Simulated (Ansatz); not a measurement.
# Ge wire along [111], 38 atoms a period, H-terminated: bands by functional

Wanted: the relaxed geometry and the bands of the Ge wire along [111], 38 atoms a period, H-terminated.

Main program and level: Ansatz 0.2.0; DFT PBE, plane waves, PAW; relaxation of a wire's period; PAW set soft_1, in the first sound run; inputs show where later runs differ.

## (1) The starting structure

The cell holds 68 atoms: 38 Ge and 30 H. Its edges and angles: a = 17.493 Å, b = 19.148 Å, c = 9.977 Å, α = 90.0°, β = 90.0°, γ = 90.0°. Vacuum lies along a and b. The structure's axis is c.

## (2) The relaxed wire

Band widths follow the bond lengths, so the wire is relaxed first. The atoms and the third cell vector are free; the box across stays fixed as vacuum. A Fermi-Dirac smearing is set since the result may be a metal. The pressure printed is a third of the stress's trace over the whole box, vacuum included; only the stress along the axis is relaxed.

input.yaml reads:

```yaml
crystal:
  lattice:
    - [17.493, 0.0, 0.0]
    - [0.0, 19.148, 0.0]
    - [0.0, 0.0, 9.9766126516]
  atoms:
    - { symbol: Ge, position: [0.267177423, 0.622796771, 0.0] }
    - { symbol: Ge, position: [0.383593563, 0.438586136, 0.0] }
    - { symbol: Ge, position: [0.500009703, 0.622796771, 0.0] }
    - { symbol: Ge, position: [0.267177423, 0.622796771, 0.25] }
    - { symbol: Ge, position: [0.383593563, 0.438586136, 0.25] }
    - { symbol: Ge, position: [0.500009703, 0.254375502, 0.25] }
    - { symbol: Ge, position: [0.500009703, 0.622796771, 0.25] }
    - { symbol: Ge, position: [0.616425842, 0.438586136, 0.25] }
    - { symbol: Ge, position: [0.732841982, 0.622796771, 0.25] }
    - { symbol: H, position: [0.19436346, 0.415588224, 0.281211434] }
    - { symbol: H, position: [0.267177423, 0.300371326, 0.281211434] }
    - { symbol: H, position: [0.427195739, 0.784009493, 0.281211434] }
    - { symbol: H, position: [0.572823666, 0.784009493, 0.281211434] }
    - { symbol: H, position: [0.732841982, 0.300371326, 0.281211434] }
    - { symbol: H, position: [0.805655945, 0.415588224, 0.281211434] }
    - { symbol: H, position: [0.19436346, 0.584391138, 0.302121899] }
    - { symbol: H, position: [0.267177423, 0.699608036, 0.302121899] }
    - { symbol: H, position: [0.427195739, 0.215969869, 0.302121899] }
    - { symbol: H, position: [0.572823666, 0.215969869, 0.302121899] }
    - { symbol: H, position: [0.732841982, 0.699608036, 0.302121899] }
    - { symbol: H, position: [0.805655945, 0.584391138, 0.302121899] }
    - { symbol: Ge, position: [0.267177423, 0.377182591, 0.333333333] }
    - { symbol: Ge, position: [0.383593563, 0.561393226, 0.333333333] }
    - { symbol: Ge, position: [0.500009703, 0.377182591, 0.333333333] }
    - { symbol: Ge, position: [0.500009703, 0.74560386, 0.333333333] }
    - { symbol: Ge, position: [0.616425842, 0.561393226, 0.333333333] }
    - { symbol: Ge, position: [0.732841982, 0.377182591, 0.333333333] }
    - { symbol: Ge, position: [0.267177423, 0.377182591, 0.583333333] }
    - { symbol: Ge, position: [0.383593563, 0.561393226, 0.583333333] }
    - { symbol: Ge, position: [0.500009703, 0.377182591, 0.583333333] }
    - { symbol: Ge, position: [0.500009703, 0.74560386, 0.583333333] }
    - { symbol: Ge, position: [0.616425842, 0.561393226, 0.583333333] }
    - { symbol: Ge, position: [0.732841982, 0.377182591, 0.583333333] }
    - { symbol: H, position: [0.19436346, 0.538395314, 0.614544767] }
    - { symbol: H, position: [0.310779599, 0.722605948, 0.614544767] }
    - { symbol: H, position: [0.383593563, 0.238967781, 0.614544767] }
    - { symbol: H, position: [0.616425842, 0.238967781, 0.614544767] }
    - { symbol: H, position: [0.689239806, 0.722605948, 0.614544767] }
    - { symbol: H, position: [0.805655945, 0.538395314, 0.614544767] }
    - { symbol: H, position: [0.19436346, 0.338776959, 0.635455233] }
    - { symbol: H, position: [0.500009703, 0.822415125, 0.635455233] }
    - { symbol: H, position: [0.805655945, 0.338776959, 0.635455233] }
    - { symbol: Ge, position: [0.267177423, 0.499989681, 0.666666667] }
    - { symbol: Ge, position: [0.383593563, 0.315779046, 0.666666667] }
    - { symbol: Ge, position: [0.383593563, 0.684200315, 0.666666667] }
    - { symbol: Ge, position: [0.500009703, 0.499989681, 0.666666667] }
    - { symbol: Ge, position: [0.616425842, 0.684200315, 0.666666667] }
    - { symbol: Ge, position: [0.616425842, 0.315779046, 0.666666667] }
    - { symbol: Ge, position: [0.732841982, 0.499989681, 0.666666667] }
    - { symbol: Ge, position: [0.267177423, 0.499989681, 0.916666667] }
    - { symbol: Ge, position: [0.383593563, 0.315779046, 0.916666667] }
    - { symbol: Ge, position: [0.383593563, 0.684200315, 0.916666667] }
    - { symbol: Ge, position: [0.500009703, 0.499989681, 0.916666667] }
    - { symbol: Ge, position: [0.616425842, 0.684200315, 0.916666667] }
    - { symbol: Ge, position: [0.616425842, 0.315779046, 0.916666667] }
    - { symbol: Ge, position: [0.732841982, 0.499989681, 0.916666667] }
    - { symbol: H, position: [0.19436346, 0.661202403, 0.947878101] }
    - { symbol: H, position: [0.500009703, 0.177564236, 0.947878101] }
    - { symbol: H, position: [0.805655945, 0.661202403, 0.947878101] }
    - { symbol: H, position: [0.19436346, 0.461584048, 0.968788566] }
    - { symbol: H, position: [0.310779599, 0.277373414, 0.968788566] }
    - { symbol: H, position: [0.383593563, 0.761011581, 0.968788566] }
    - { symbol: H, position: [0.616425842, 0.761011581, 0.968788566] }
    - { symbol: H, position: [0.689239806, 0.277373414, 0.968788566] }
    - { symbol: H, position: [0.805655945, 0.461584048, 0.968788566] }
    - { symbol: Ge, position: [0.500009703, 0.254375502, 0.0] }
    - { symbol: Ge, position: [0.616425842, 0.438586136, 0.0] }
    - { symbol: Ge, position: [0.732841982, 0.622796771, 0.0] }
kpoints:
  mp_grid: { grid: [1, 1, 9] }
scf:
  occupations: { method: fermi_dirac, width: 0.05 }
hamiltonian:
  xc: pbe
  pseudopotentials: { kind: paw, azcp: { folder: soft_1 } }
relax:
  cell: { fix: [a, b, alpha, beta, gamma] }
  max_steps: 45
  f_tol: 0.03
```

Command:

```sh
$ ansatz run input.yaml --threads 4 --pin off --max-ram 16384MiB --backend cpu --events-out ev --progress --plain --runs-dir out
```

Numbers of over 12 decimals in the logs are rounded to 6 here.

Output:

```text
Engine: ansatz 0.2.0, aarch64-unknown-linux-gnu
Pseudopotentials: kind: paw
Pseudopotential: Ge, paw, valence charge 14, recommended cutoff 420 eV (normal), soft_1/Ge.paw.azcp
Pseudopotential: H, paw, valence charge 1, recommended cutoff 420 eV (normal), soft_1/H.paw.azcp
Functional definition: PBE
  parameter kappa = 0.804
  parameter beta = 0.066725
  exchange = pbe_x(kappa = kappa, mu = beta*pi^2/3)
  correlation = pbe_c(beta = beta)
Crystal: 68 atoms, lattice volume = 3341.726 Å³
Basis set: ecut = 420 eV, 65401 PW (Γ), exchange–correlation on 240×256×144 points (8 copies of the dense FFT grid, shifted against one another)
Bands: 349, of which v1, the nominal top of the filled ones, is band 281 counted from 1 (280 counted from 0)
Symmetry: 4 space group operations
Space group: P2/m (ITA 10), of the structure as read, at distance tolerance 1.5e-4 Å
k-points: 5 of 9
Non-local potential: Ge, projectors of the file, l = 0: 2, l = 1: 2, l = 2: 3, l = 3: 1
Non-local potential: H, projectors of the file, l = 0: 2, l = 1: 1
PAW form: soft (Blöchl's): semilocal exchange-correlation on the pseudo side does not see the compensation charge
PAW one-centre angular grid: Ge, 590 points (default); XC on 64 Gauss nodes
PAW one-centre angular grid: H, 110 points (default); XC on 64 Gauss nodes
Initial density: superposition of atomic densities (neutral atoms: chi_scale 0, normalization atom)
Initial wavefunctions: pseudopotential atomic-orbital guess
Functional: x = pbe(κ = 0.804, μ = 0.219515), c = pbe(β = 0.066725)
SCF iter   1: F=—  HF=-163686.287092 eV  |F-HF|=—  |Δ(HF+E_count)|=         —  Δρ=3.17e-2  dr2=2.81e1  ethr=3.10e-3  ⟨swp⟩=6.2  Hψ=6789  notcnv=0  defer=127
preconditioner: auto → Resta (q_TF=auto, 2.027 Å⁻¹)  ε∞=1.9  [insulator: Δε(μ)=1.820 eV  Ē_g=9.155 eV  σ=0.050 eV  W_gap=1.00  n_scr=468 (ndim 8)  ℏωp=8.7 eV  f_vac=0.590  D(μ)=0.00/eV (n_scr^D=0)  ε∞_Penn≈1.9  vacuum switching on, ρ_ref=6.1e-3 e/Å³]
SCF iter   2: F=—  HF=-163680.434063 eV  |F-HF|=—  |Δ(HF+E_count)|=    5.85e0  Δρ=1.46e-2  dr2=7.06e0  ethr=3.10e-3  ⟨swp⟩=3.0  Hψ=2378  notcnv=0  defer=286
SCF iter   3: F=—  HF=-163679.301721 eV  |F-HF|=—  |Δ(HF+E_count)|=    1.13e0  Δρ=3.83e-3  dr2=3.50e0  ethr=1.26e-3  ⟨swp⟩=4.4  Hψ=2872  notcnv=0  defer=278
SCF iter   4: F=—  HF=-163678.735693 eV  |F-HF|=—  |Δ(HF+E_count)|=   5.66e-1  Δρ=1.36e-3  dr2=8.25e-2  ethr=6.22e-4  ⟨swp⟩=3.4  Hψ=2094  notcnv=0  defer=266
SCF iter   5: F=—  HF=-163678.751217 eV  |F-HF|=—  |Δ(HF+E_count)|=   1.55e-2  Δρ=5.12e-4  dr2=6.94e-3  ethr=1.47e-5  ⟨swp⟩=2.0  Hψ=3140  notcnv=0  defer=269
SCF iter   6: F=—  HF=-163678.757253 eV  |F-HF|=—  |Δ(HF+E_count)|=   6.04e-3  Δρ=1.34e-4  dr2=1.21e-3  ethr=1.23e-6  ⟨swp⟩=2.0  Hψ=2876  notcnv=0  defer=269
SCF iter   7: F=—  HF=-163678.757644 eV  |F-HF|=—  |Δ(HF+E_count)|=   3.91e-4  Δρ=4.21e-5  dr2=1.57e-4  ethr=2.16e-7  ⟨swp⟩=2.0  Hψ=2876  notcnv=0  defer=269
SCF iter   8: F=—  HF=-163678.757697 eV  |F-HF|=—  |Δ(HF+E_count)|=   5.31e-5  Δρ=1.95e-5  dr2=1.64e-5  ethr=2.79e-8  ⟨swp⟩=2.0  Hψ=2876  notcnv=0  defer=269
SCF iter   9: F=—  HF=-163678.757915 eV  |F-HF|=—  |Δ(HF+E_count)|=   2.18e-4  Δρ=6.89e-6  dr2=1.44e-6  ethr=2.92e-9  ⟨swp⟩=2.0  Hψ=3036  notcnv=0  defer=269
SCF iter  10: F=—  HF=-163678.757919 eV  |F-HF|=—  |Δ(HF+E_count)|=   3.78e-6  Δρ=1.59e-6  dr2=1.05e-7  ethr=2.55e-10  ⟨swp⟩=2.0  Hψ=2876  notcnv=0  defer=269
SCF iter  11: F=-163678.757919 eV  HF=-163678.757919 eV  |F-HF|=4.89e-9  |Δ(HF+E_count)|=   2.28e-7  Δρ=5.93e-7  dr2=1.58e-8  ethr=1.78e-11  ⟨swp⟩=4.0  Hψ=4925  notcnv=0
SCF 1 converged in 11 iterations: F = -163678.757919 eV  dr2 = 1.58e-8
  greatest PAW one-centre occupation: 0.998 electrons in one spin orbital (limit 2), on the Ge atom at site 21 (counted from 0), in its partial waves of l = 2
relax step   1: F+E_penalty+E_count = -163678.75791935 eV  Δ(F+E_penalty+E_count) = +0.000e0 eV  max|allowed force component| = 2.737e-1 eV/Å  Δτ_max = 0.0000 Å  P = -0.513 GPa  Ω = 3341.726 Å³  fix = [a, b, alpha, beta, gamma]  reactions: a -0.558, b -0.559 GPa; alpha -0.000 GPa/rad  (11 SCF iters, dr2 threshold 1.00e-7 eV, accepted)
Crystal: 68 atoms, lattice volume = 3348.040 Å³
Basis set: ecut = 420 eV, 65545 PW (Γ), exchange–correlation on 240×256×144 points (8 copies of the dense FFT grid, shifted against one another)
Initial density: handed on by an earlier stage of this run
Initial wavefunctions: those handed on with the density
iter 1 solved again at ethr=1.01e-4 eV; its pass at ethr=3.10e-3 eV (dr2=5.68e-1 eV) is discarded
SCF iter   1: F=—  HF=-163678.987119 eV  |F-HF|=—  |Δ(HF+E_count)|=         —  Δρ=5.69e-3  dr2=5.86e-1  ethr=1.01e-4  ⟨swp⟩=5.4  Hψ=7072  notcnv=0
preconditioner: auto → Resta (q_TF=auto, 2.026 Å⁻¹)  ε∞=1.5  [insulator: Δε(μ)=1.947 eV  Ē_g=21.838 eV  σ=0.050 eV  W_gap=1.00  n_scr=468 (ndim 8)  ℏωp=15.2 eV  f_vac=0.637  D(μ)=0.00/eV (n_scr^D=0)  ε∞_Penn≈1.5  vacuum switching on, ρ_ref=3.5e-2 e/Å³]
SCF iter   2: F=—  HF=-163678.937063 eV  |F-HF|=—  |Δ(HF+E_count)|=   5.01e-2  Δρ=2.45e-3  dr2=1.81e-1  ethr=1.01e-4  ⟨swp⟩=7.2  Hψ=2855  notcnv=0
SCF iter   3: F=—  HF=-163678.940974 eV  |F-HF|=—  |Δ(HF+E_count)|=   3.91e-3  Δρ=1.48e-3  dr2=1.59e-1  ethr=3.22e-5  ⟨swp⟩=3.2  Hψ=2471  notcnv=0  defer=218
SCF iter   4: F=—  HF=-163678.918905 eV  |F-HF|=—  |Δ(HF+E_count)|=   2.21e-2  Δρ=2.26e-4  dr2=2.56e-3  ethr=2.83e-5  ⟨swp⟩=2.6  Hψ=1914  notcnv=0  defer=270
SCF iter   5: F=—  HF=-163678.918797 eV  |F-HF|=—  |Δ(HF+E_count)|=   1.08e-4  Δρ=8.97e-5  dr2=4.22e-4  ethr=4.55e-7  ⟨swp⟩=2.0  Hψ=2964  notcnv=0  defer=270
SCF iter   6: F=—  HF=-163678.918816 eV  |F-HF|=—  |Δ(HF+E_count)|=   1.91e-5  Δρ=4.09e-5  dr2=8.90e-5  ethr=7.51e-8  ⟨swp⟩=2.4  Hψ=1829  notcnv=0  defer=270
SCF iter   7: F=-163678.918817 eV  HF=-163678.918816 eV  |F-HF|=1.18e-6  |Δ(HF+E_count)|=   1.49e-7  Δρ=1.61e-5  dr2=4.45e-6  ethr=8.33e-10  ⟨swp⟩=3.2  Hψ=6414  notcnv=0
SCF 2 converged in 7 iterations: F = -163678.918817 eV  dr2 = 4.45e-6
  greatest PAW one-centre occupation: 0.998 electrons in one spin orbital (limit 2), on the Ge atom at site 24 (counted from 0), in its partial waves of l = 2
relax step   2: F+E_penalty+E_count = -163678.91881736 eV  Δ(F+E_penalty+E_count) = -1.609e-1 eV  max|allowed force component| = 1.740e-1 eV/Å  Δτ_max = 0.0968 Å  P = +0.017 GPa  Ω = 3348.040 Å³  energy of the carried Pulay correction = -8.643e-4 eV  fix = [a, b, alpha, beta, gamma]  reactions: a +0.075, b +0.073 GPa; alpha +0.000 GPa/rad  (7 SCF iters, dr2 threshold 4.68e-6 eV, accepted)
Crystal: 68 atoms, lattice volume = 3334.912 Å³
[...]
--- Forces (eV/Å), atoms counted from 1 ---
  atom   1  Ge     0.00170034    -0.00095400    -0.01244883
  atom   2  Ge    -0.00278818    -0.00162325    -0.01485378
  atom   3  Ge     0.00000000     0.00320315    -0.01486107
  atom   4  Ge    -0.01688076     0.00968927     0.01410529
  atom   5  Ge    -0.00251609    -0.00146109     0.00603788
  atom   6  Ge     0.00000000    -0.01947373     0.01410237
  atom   7  Ge     0.00000000     0.00292530     0.00605929
  atom   8  Ge     0.00251609    -0.00146109     0.00603788
  atom   9  Ge     0.01688076     0.00968927     0.01410529
  atom  10  H      0.00852690    -0.00511467     0.00953709
  atom  11  H     -0.00015317     0.00990727     0.00953155
  atom  12  H      0.00866245    -0.00483328     0.00951973
  atom  13  H     -0.00866245    -0.00483328     0.00951973
  atom  14  H      0.00015317     0.00990727     0.00953155
  atom  15  H     -0.00852690    -0.00511467     0.00953709
  atom  16  H      0.00852690     0.00511467    -0.00953709
  atom  17  H     -0.00015317    -0.00990727    -0.00953155
  atom  18  H      0.00866245     0.00483328    -0.00951973
  atom  19  H     -0.00866245     0.00483328    -0.00951973
  atom  20  H      0.00015317    -0.00990727    -0.00953155
  atom  21  H     -0.00852690     0.00511467    -0.00953709
  atom  22  Ge    -0.01688076    -0.00968927    -0.01410529
  atom  23  Ge    -0.00251609     0.00146109    -0.00603788
  atom  24  Ge     0.00000000    -0.00292530    -0.00605929
  atom  25  Ge     0.00000000     0.01947373    -0.01410237
  atom  26  Ge     0.00251609     0.00146109    -0.00603788
  atom  27  Ge     0.01688076    -0.00968927    -0.01410529
  atom  28  Ge     0.00170034     0.00095400     0.01244883
  atom  29  Ge    -0.00278818     0.00162325     0.01485378
  atom  30  Ge     0.00000000    -0.00320315     0.01486107
  atom  31  Ge     0.00000000    -0.00193477     0.01241380
  atom  32  Ge     0.00278818     0.00162325     0.01485378
  atom  33  Ge    -0.00170034     0.00095400     0.01244883
  atom  34  H      0.01011582    -0.01304070     0.00307776
  atom  35  H      0.01633585    -0.00226337     0.00307753
  atom  36  H     -0.00621861     0.01527637     0.00307034
  atom  37  H      0.00621861     0.01527637     0.00307034
  atom  38  H     -0.01633585    -0.00226337     0.00307753
  atom  39  H     -0.01011582    -0.01304070     0.00307776
  atom  40  H      0.00782356     0.00453319    -0.00795004
[...]
atom  57  H      0.00782356    -0.00453319     0.00795004
  atom  58  H      0.00000000     0.00904176     0.00794321
  atom  59  H     -0.00782356    -0.00453319     0.00795004
  atom  60  H      0.01011582     0.01304070    -0.00307776
  atom  61  H      0.01633585     0.00226337    -0.00307753
  atom  62  H     -0.00621861    -0.01527637    -0.00307034
  atom  63  H      0.00621861    -0.01527637    -0.00307034
  atom  64  H     -0.01633585     0.00226337    -0.00307753
  atom  65  H     -0.01011582     0.01304070    -0.00307776
  atom  66  Ge     0.00000000     0.00193477    -0.01241380
  atom  67  Ge     0.00278818    -0.00162325    -0.01485378
  atom  68  Ge    -0.00170034    -0.00095400    -0.01244883
  max |Σ_I F_I| component: 3.47e-17 eV/Å
--- Stress (GPa, compression-positive) ---
       -0.019024       0.000000       0.000000
        0.000000      -0.020338      -0.000030
        0.000000      -0.000030      -0.012045
  P = ⅓ Tr σ = -0.0171 GPa (-0.171 kbar)
--- Relaxed structure (3 steps of the walk, 3 accepted, 1 SCFs on fresh bases) ---
  F+E_penalty+E_count = -163678.98453355 eV   max|allowed force component| = 1.947e-2 eV/Å   (the final SCF, on the basis selected at the relaxed cell)
  cell:  # Å, volume = 3334.9122 Å³
    - [17.493, 0, 0]
    - [0, 19.148, 0]
    - [0, 0, 9.956271]
  atoms:
    - { symbol: Ge, position: [0.269768, 0.621426, 0.00106998] }
    - { symbol: Ge, position: [0.384288, 0.438957, 0.000169212] }
    - { symbol: Ge, position: [0.5, 0.622055, 0.000171297] }
    - { symbol: Ge, position: [0.270061, 0.621272, 0.247660] }
    - { symbol: Ge, position: [0.384494, 0.439066, 0.249800] }
    - { symbol: Ge, position: [0.5, 0.257424, 0.247655] }
    - { symbol: Ge, position: [0.5, 0.621838, 0.249802] }
    - { symbol: Ge, position: [0.615506, 0.439066, 0.249800] }
    - { symbol: Ge, position: [0.729939, 0.621272, 0.247660] }
    - { symbol: H, position: [0.197202, 0.415477, 0.282501] }
    - { symbol: H, position: [0.268489, 0.302678, 0.282499] }
    - { symbol: H, position: [0.428713, 0.781812, 0.282501] }
    - { symbol: H, position: [0.571287, 0.781812, 0.282501] }
    - { symbol: H, position: [0.731511, 0.302678, 0.282499] }
    - { symbol: H, position: [0.802798, 0.415477, 0.282501] }
    - { symbol: H, position: [0.197202, 0.584502, 0.300832] }
    - { symbol: H, position: [0.268489, 0.697301, 0.300834] }
    - { symbol: H, position: [0.428713, 0.218167, 0.300832] }
    - { symbol: H, position: [0.571287, 0.218167, 0.300832] }
    - { symbol: H, position: [0.731511, 0.697301, 0.300834] }
    - { symbol: H, position: [0.802798, 0.584502, 0.300832] }
    - { symbol: Ge, position: [0.270061, 0.378707, 0.335673] }
    - { symbol: Ge, position: [0.384494, 0.560914, 0.333533] }
    - { symbol: Ge, position: [0.5, 0.378141, 0.333531] }
    - { symbol: Ge, position: [0.5, 0.742555, 0.335678] }
    - { symbol: Ge, position: [0.615506, 0.560914, 0.333533] }
    - { symbol: Ge, position: [0.729939, 0.378707, 0.335673] }
    - { symbol: Ge, position: [0.269768, 0.378553, 0.582263] }
    - { symbol: Ge, position: [0.384288, 0.561023, 0.583164] }
    - { symbol: Ge, position: [0.5, 0.377924, 0.583162] }
    - { symbol: Ge, position: [0.5, 0.742865, 0.582269] }
    - { symbol: Ge, position: [0.615712, 0.561023, 0.583164] }
    - { symbol: Ge, position: [0.730232, 0.378553, 0.582263] }
    - { symbol: H, position: [0.197762, 0.537771, 0.616500] }
    - { symbol: H, position: [0.313061, 0.720220, 0.616498] }
    - { symbol: H, position: [0.384700, 0.241974, 0.616495] }
    - { symbol: H, position: [0.615300, 0.241974, 0.616495] }
    - { symbol: H, position: [0.686939, 0.720220, 0.616498] }
    - { symbol: H, position: [0.802238, 0.537771, 0.616500] }
    - { symbol: H, position: [0.197277, 0.340322, 0.635207] }
    - { symbol: H, position: [0.5, 0.819333, 0.635217] }
    - { symbol: H, position: [0.802723, 0.340322, 0.635207] }
    - { symbol: Ge, position: [0.270286, 0.498972, 0.668011] }
    - { symbol: Ge, position: [0.384178, 0.318753, 0.668010] }
    - { symbol: Ge, position: [0.386106, 0.682245, 0.668012] }
    - { symbol: Ge, position: [0.5, 0.499990, 0.666420] }
    - { symbol: Ge, position: [0.613894, 0.682245, 0.668012] }
    - { symbol: Ge, position: [0.615822, 0.318753, 0.668010] }
    - { symbol: Ge, position: [0.729714, 0.498972, 0.668011] }
    - { symbol: Ge, position: [0.270286, 0.501008, 0.915322] }
    - { symbol: Ge, position: [0.386106, 0.317735, 0.915321] }
    - { symbol: Ge, position: [0.384178, 0.681226, 0.915323] }
    - { symbol: Ge, position: [0.5, 0.499990, 0.916913] }
    - { symbol: Ge, position: [0.615822, 0.681226, 0.915323] }
    - { symbol: Ge, position: [0.613894, 0.317735, 0.915321] }
    - { symbol: Ge, position: [0.729714, 0.501008, 0.915322] }
    - { symbol: H, position: [0.197277, 0.659657, 0.948127] }
    - { symbol: H, position: [0.5, 0.180646, 0.948117] }
    - { symbol: H, position: [0.802723, 0.659657, 0.948127] }
    - { symbol: H, position: [0.197762, 0.462208, 0.966834] }
    - { symbol: H, position: [0.313061, 0.279759, 0.966835] }
    - { symbol: H, position: [0.384700, 0.758006, 0.966839] }
    - { symbol: H, position: [0.615300, 0.758006, 0.966839] }
    - { symbol: H, position: [0.686939, 0.279759, 0.966835] }
    - { symbol: H, position: [0.802238, 0.462208, 0.966834] }
    - { symbol: Ge, position: [0.5, 0.257114, 0.00106431] }
    - { symbol: Ge, position: [0.615712, 0.438957, 0.000169212] }
    - { symbol: Ge, position: [0.730232, 0.621426, 0.00106998] }
[key lines of the parts left out:]
SCF converged after 6 iterations
Free energy (F): -163678.984534 eV
Fermi energy:    -0.528597 eV
```

Elapsed: 9.7 min, on 4 threads of Arm Neoverse V1, shared host; peak memory 11 GiB; 38 min of CPU time.

The steps of the relaxation:

```tsv
step	energy less that of the first step (eV)	largest force component (eV/Å)	pressure (GPa)	volume (Å³)
1	0.0000	0.2737	-0.51	3341.73
2	-0.1609	0.1740	0.02	3348.04
3	-0.2276	0.0195	-0.02	3334.91
4*	-0.2266	0.0195	-0.02	3334.91
```

Relaxation steps marked * repeat the geometry before them on a plane-wave basis chosen anew for their cell, so energy and pressure can jump there.

The run keeps the 4 symmetry operations that it works with, so distortions that break them were not tested.

```tsv
cell as run	before	after	change
c (Å)	9.977	9.956	-0.2 %
```

The atoms that moved most (Å, along periodic axes as changes of fractional coordinates times the final cell, across vacuum about the mean position):

```tsv
atom	dx	dy	dz	length
H34	0.060	-0.012	0.019	0.064
H60	0.060	0.012	-0.019	0.064
H39	-0.060	-0.012	0.019	0.064
H65	-0.060	0.012	-0.019	0.064
H35	0.040	-0.046	0.019	0.064
H38	-0.040	-0.046	0.019	0.064
H61	0.040	0.046	-0.019	0.064
H64	-0.040	0.046	-0.019	0.064
```

Numbers from this step:

| Quantity | Value |
| --- | --- |
| cell length along the wire | 9.956 Å |

The cell's length comes to 9.956 Å with spin left out.

(Part 1 of 2 ends here.)

[Logs are printed without paths, hosts, clocks, repeated set-up lines and the standing remarks that a program may print on its own settings, such as how far it seeks lower states.]

[Hosts, paths, dates, database ids (printed as entryN), source tags and the programs' standing remarks are cut or masked in the printed files.]
